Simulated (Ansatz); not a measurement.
## Glassy 66SiO2-6Al2O3-14Na2O-14Li2O (mol %): how far the k-mesh must go

A convergence test: the same geometry at several values of the k-mesh.

Calculated with Ansatz 0.2.0; Kohn-Sham DFT, PBEsol, PAW set soft_1, plane waves.

**1. Set-up**

The cell holds 109 atoms: 23 Si, 4 Al, 10 Na, 10 Li and 62 O. Its edges and angles: a = 11.072 Å, b = 11.072 Å, c = 11.072 Å, α = 90.0°, β = 90.0°, γ = 90.0°. 109 atoms (23 Si, 4 Al, 10 Na, 10 Li, 62 O) placed at random at 2.41 g/cm^3, melted at 4000 K for 10 ps at fixed volume with the Morse and Coulomb pair potential with partial charges (Pedone, Malavasi, Menziani, Cormack and Segre, J. Phys. Chem. B 110, 11780 (2006)). Quenched from 4000 K to 300 K at 50 K/ps and fixed volume, held 10 ps at zero pressure, then minimised at fixed cell.

**2. Running it**

The structure comes from a classical simulation and is read from a file. A smearing of 0.025 eV is typed, for levels that come near the Fermi level; it changes nothing where a wide gap is open. The PAW files are read from a folder beside the script (Ansatz's set soft_1), and the density starts from superposed atoms. These files were made with PBE and serve the other functionals as an approximation. The densest mesh is the reference.

File cell.xyz:

```xyz
109
Lattice="11.0723 0.0000 0.0000 0.0000 11.0723 0.0000 0.0000 0.0000 11.0723" Properties=species:S:1:pos:R:3 pbc="T T T"
Si    0.0766    5.1323    2.1129
Si    2.5816    3.7555    3.2548
Si    6.4937    1.9879    0.7084
Si    6.8762    4.8438    5.1355
Si    2.7163    7.8525    3.9864
Si   10.7087    9.8677    9.9736
Si    3.6830    9.4846    6.6133
Si    7.6436   10.3722   10.3009
Si    5.3302    0.2450    3.0473
Si    9.5965    2.9220    9.6560
Si    8.5004    6.8963    6.9504
Si    2.5617    2.1155    5.8313
Si    5.4282    0.9014    6.0004
Si    1.9392    6.2432    6.4310
Si    4.8948    5.8329    2.8076
Si    7.9114    1.0237    7.7808
Si    0.8015    9.3910    1.7833
Si    7.1221    8.8339    3.6101
Si    4.6852    5.0053    7.4373
Si    0.0241    8.3113    7.2737
Si    1.4022    5.7319   10.3028
Si    0.3905    3.5503    7.1878
Si    9.3876    2.5377    1.5237
Al    2.1918    0.7150    3.2019
Al    9.3229    7.5114    1.7802
Al    9.4365    6.0114    9.8385
Al    2.7905    3.0152    8.9696
Na    6.7943    4.1815    9.2449
Na    1.0928    1.2625    0.2254
Na   10.3698    8.1591    4.3689
Na   10.3304    0.0988    4.5487
Na    4.4904    5.0542   10.7609
Na    9.9518    4.9396    4.7874
Na    6.4568    7.8204    8.8500
Na    4.5465    0.1445    9.2042
Na    8.8273   10.4986    2.0940
Na    7.6057    5.2097    1.2078
Li    8.8066    9.8267    6.1389
Li    6.0326    8.6253    6.4534
Li    9.0576    2.2455    5.3577
Li    1.8440    0.5040    8.6543
Li   10.8730    0.1929    7.1715
Li    2.5075    8.3281    8.8243
Li    3.7050    2.2549    0.5275
Li    7.4213    2.0658    3.5884
Li    6.4509    7.7897    0.8531
Li    4.2278    7.2655    9.2533
O     3.4332    5.7903    6.7480
O     2.6726   10.3737    7.4327
O     0.0536    5.9975    9.5130
O     8.4985    6.2388    8.3995
O     3.8517    4.5297    2.6991
O     2.7196    3.3934    4.8264
O     7.7566    2.8020    1.3296
O     5.5137    6.1381    1.4011
O     8.9767    0.6843    6.6967
O     2.0539    4.2895    9.8861
O     6.6852    9.2061   10.6138
O     9.2160   10.0555   10.6081
O    10.1718    3.8667    1.8634
O     5.3377    5.8110    8.6346
O     5.0179   10.4343    6.2831
O     3.1658    8.8559    5.1959
O     9.9348    2.1589    0.0028
O     7.7754    7.9151    2.4321
O     0.0460    0.1329    9.2404
O     1.4612    7.5624    7.2764
O     6.2451   10.0408    2.8326
O     8.3777    9.5678    4.2535
O     4.2836    8.4640    7.6857
O     5.7873    4.6500    6.3256
O     2.5151    6.8189   10.0949
O    10.7050    8.7766    8.7730
O     6.0490    5.3198    3.8310
O     1.8070    6.7772    4.9038
O     4.0370    1.6459    6.1194
O    10.0846    7.1934    6.6257
O     7.8394    8.3041    7.0609
O     0.8391    5.5979    0.7834
O    10.7525    3.2478    8.5828
O     7.1768    0.6533    0.0469
O     1.0315    4.9907    6.8757
O     6.5256    1.3779    7.0328
O     1.0728   10.8838    2.2798
O     4.0669    3.7050    8.1245
O     3.7850    0.0312    3.1387
O     7.5781   10.8677    8.7678
O     7.9448    5.9171    5.7977
O     8.4418    2.1853    8.7941
O     5.5844    2.8359   10.8793
O     9.4201    1.4579    2.6358
O    10.4164    8.8321    2.0778
O     2.4346    2.3387    2.4656
O     1.7808    2.5405    7.2314
O     1.2325    4.5754    3.0573
O     9.1371    6.8854    0.2121
O     3.8767    6.9815    3.3335
O     2.8901    1.6202    9.8838
O     1.8012    8.5081    2.7871
O     5.6439    1.3711    1.9333
O    10.9558    9.5135    6.2782
O     7.6992    3.5512    4.7634
O     9.0136    4.3086   10.1902
O     5.8786    0.9485    4.4477
O     0.7072    9.5052    0.1198
O     1.8229    1.0768    4.8727
O    10.6239    3.1439    5.9716
O    10.1864    6.2484    2.7106
O     6.1975    8.1336    4.5994
```

File scan.py:

```python
import time
import warnings
import numpy as np
from ase.io import read
import ansatz as az

warnings.simplefilter("ignore", az.DeckWarning)
atoms = read("cell.xyz")
print(f"{len(atoms)} atoms ({atoms.get_chemical_formula()}), volume {atoms.get_volume():.1f} A^3")

base = (
    az.Crystal.from_ase(atoms)
    .calculation()
    .functional("pbesol")
    .pseudopotentials("paw", azcp={"folder": "./paw"}, xc_functional="pbe")
    .basis(420)
    .occupations("fermi_dirac", width=0.025)
    .forces()
    .band_table()
)

def gap_of(report):
    e = np.concatenate(report["eigenvalues_ev"]); f = np.concatenate(report["occupations"])
    f = f / f.max()  # a half-filled level counts on both sides, so the gap is then zero
    return e[f > 0.3].max(), e[f < 0.7].min()

rows = []
for mesh in [[1, 1, 1], [2, 2, 2], [3, 3, 3]]:
    start = time.time()
    try:
        r = base.kpoints(*mesh).run(threads=4).report
    except az.AnsatzError as error:
        print(mesh, 'failed:', str(error)[:110])
        continue
    homo, lumo = gap_of(r)
    rows.append((mesh, r['free_energy_ev'] / len(atoms), np.array(r['forces_ev_ang']), max(lumo - homo, 0), np.nan, r['n_iterations'], time.time() - start))
    print(mesh, f"F = {r['free_energy_ev']:.4f} eV, {r['n_iterations']} iterations, {time.time() - start:.0f} s", flush=True)

ref = rows[-1]
scale = np.sqrt(np.mean(ref[2] ** 2))
print(f"r.m.s. force of the reference: {scale:.3f} eV/A")
print("      k-mesh  dE (meV/atom)  dF rms (meV/A)  dF (%)  gap (eV)  iter  time (s)")
for name, e, f, gap, p, n, t in rows:
    df = np.sqrt(np.mean((f - ref[2]) ** 2))
    print(f"{str(name):>12s} {1000 * (e - ref[1]):14.2f} {1000 * df:15.2f} {100 * df / scale:7.2f} {gap:9.3f} {n:5d} {t:9.1f}")
```

Launch:

```console
python scan.py
```

The log of the run:

```text
109 atoms (Al4Li10Na10O62Si23), volume 1357.4 A^3
[1, 1, 1] F = -68070.2846 eV, 13 iterations, 17 s
RunWarning: concurrent solve slots capped 4 → 1: at 4 slots the entry's largest phase would hold 10.69 GiB against the 7.20 GiB of host memory that it is priced against; at 1 slot it would hold 5.03 GiB; 2 slots would fit too [...]
[2, 2, 2] F = -68070.3180 eV, 13 iterations, 117 s
RunWarning: concurrent solve slots capped 4 → 1: at 4 slots the entry's largest phase would hold 12.67 GiB against the 7.20 GiB of host memory that it is priced against; at 1 slot it would hold 7.19 GiB (results are unchanged, but for whatever memory decides [...]
[3, 3, 3] F = -68070.3196 eV, 13 iterations, 637 s
r.m.s. force of the reference: 0.836 eV/A
      k-mesh  dE (meV/atom)  dF rms (meV/A)  dF (%)  gap (eV)  iter  time (s)
   [1, 1, 1]           0.32            2.14    0.26     2.442    13      16.8
   [2, 2, 2]           0.01            0.02    0.00     2.446    13     116.9
   [3, 3, 3]           0.00            0.00    0.00     2.446    13     637.0
```

Run time: 13 min. Hardware: 4 threads of AMD EPYC 7B13 (Zen 3), shared host; peak memory 6.6 GiB; 49 min of CPU time.

**3. What came out**

| Quantity | Value |
| --- | --- |
| reference run | 3×3×3, 11 min |
| r.m.s. force component of the reference | 0.836 eV/Å |
| largest r.m.s. force difference | 2.14 meV/Å (1×1×1) |
| smallest r.m.s. force difference | 0.0204 meV/Å (2×2×2) |
| energy differences | 0.0150 to 0.322 meV/atom |

What this shows: The cheapest setting whose forces lie within 1 % of the reference is 1×1×1, at 0.026 times the reference's time. The cell is one small sample, quenched far faster than in any experiment.

[Logs are printed without paths, hosts, clocks, repeated set-up lines and the standing remarks that a program may print on its own settings, such as how far it seeks lower states.]

[Hosts, paths, dates, database ids (printed as entryN), source tags and the programs' standing remarks are cut or masked in the printed files.]

[Scripts of this kind were picked in part by their result: those with far moves, changed bonds, near-zero gaps or large misses at database cells are mostly left out.]
